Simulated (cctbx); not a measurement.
**CaVAsPt across an absorption edge**

Space group Cmcm (no. 63), a = 4.3020 Å, b = 15.9910 Å, c = 4.2410 Å, α = 90.00°, β = 90.00°, γ = 90.00°.

| atom | mult. | x | y | z | Ueq (Å²) |
| --- | --- | --- | --- | --- | --- |
| Pt1 | 4 | 1/2 | 0.3135 | 3/4 | 0.0040 |
| As1 | 4 | 0 | 0.2522 | 3/4 | 0.0063 |
| V1 | 4 | 0 | 0.0382 | 1/4 | 0.0071 |
| Ca1 | 4 | 0 | 0.3964 | 1/4 | 0.0069 |

The model was made for the exercise: a known structure type with other elements put in, its volume estimated, not relaxed; displacement parameters are assumed.

Calculated with cctbx: free-atom f′ and f″ from the Sasaki tables, no fine structure; amplitudes in electrons.

| E (eV) | F 1 1 1 | F 2 2 0 | F 0 2 0 | F 0 0 2 |
| --- | --- | --- | --- | --- |
| 10964 | 174.2 | 166.5 | 207.8 | 419.0 |
| 11314 | 169.4 | 159.9 | 201.0 | 410.2 |
| 11444 | 165.3 | 155.1 | 196.2 | 403.7 |
| 11504 | 160.9 | 150.8 | 191.8 | 397.8 |
| 11534 | 156.3 | 146.8 | 187.7 | 392.1 |
| 11549 | 151.5 | 142.9 | 183.7 | 386.6 |
| 11556 | 147.2 | 139.5 | 180.3 | 381.8 |
| 11560 | 142.5 | 135.9 | 176.6 | 376.7 |
| 11568 | 145.2 | 136.7 | 177.0 | 377.3 |
| 11572 | 150.7 | 140.8 | 181.1 | 383.2 |
| 11579 | 155.4 | 144.3 | 184.7 | 388.2 |
| 11594 | 160.7 | 148.0 | 188.5 | 393.6 |
| 11624 | 166.2 | 151.3 | 191.9 | 398.6 |
| 11714 | 174.5 | 154.7 | 195.3 | 404.2 |
| 11964 | 180.2 | 160.9 | 201.2 | 411.8 |

**Question.** Which edge is crossed, and why do the reflections move as they do?

The L3 edge of Pt. The edge is at 11564 eV. f′ of Pt falls from -12.1 e at 11444 eV to -18.7 e at 4 eV below it, and f″ steps from 3.87 to 10.19 e across it. Over that approach |F| changes by -14 % (1 1 1), -12 % (2 2 0), -10 % (0 2 0) and -7 % (0 0 2): a reflection falls where Pt scatters in phase with the total and rises where it scatters against it; it hardly moves where the Pt term is small or cancels by symmetry. Above the edge the larger f″ enters the imaginary part, where it can add to or cancel the other atoms' f″. The structure is centrosymmetric, so Friedel mates stay equal.
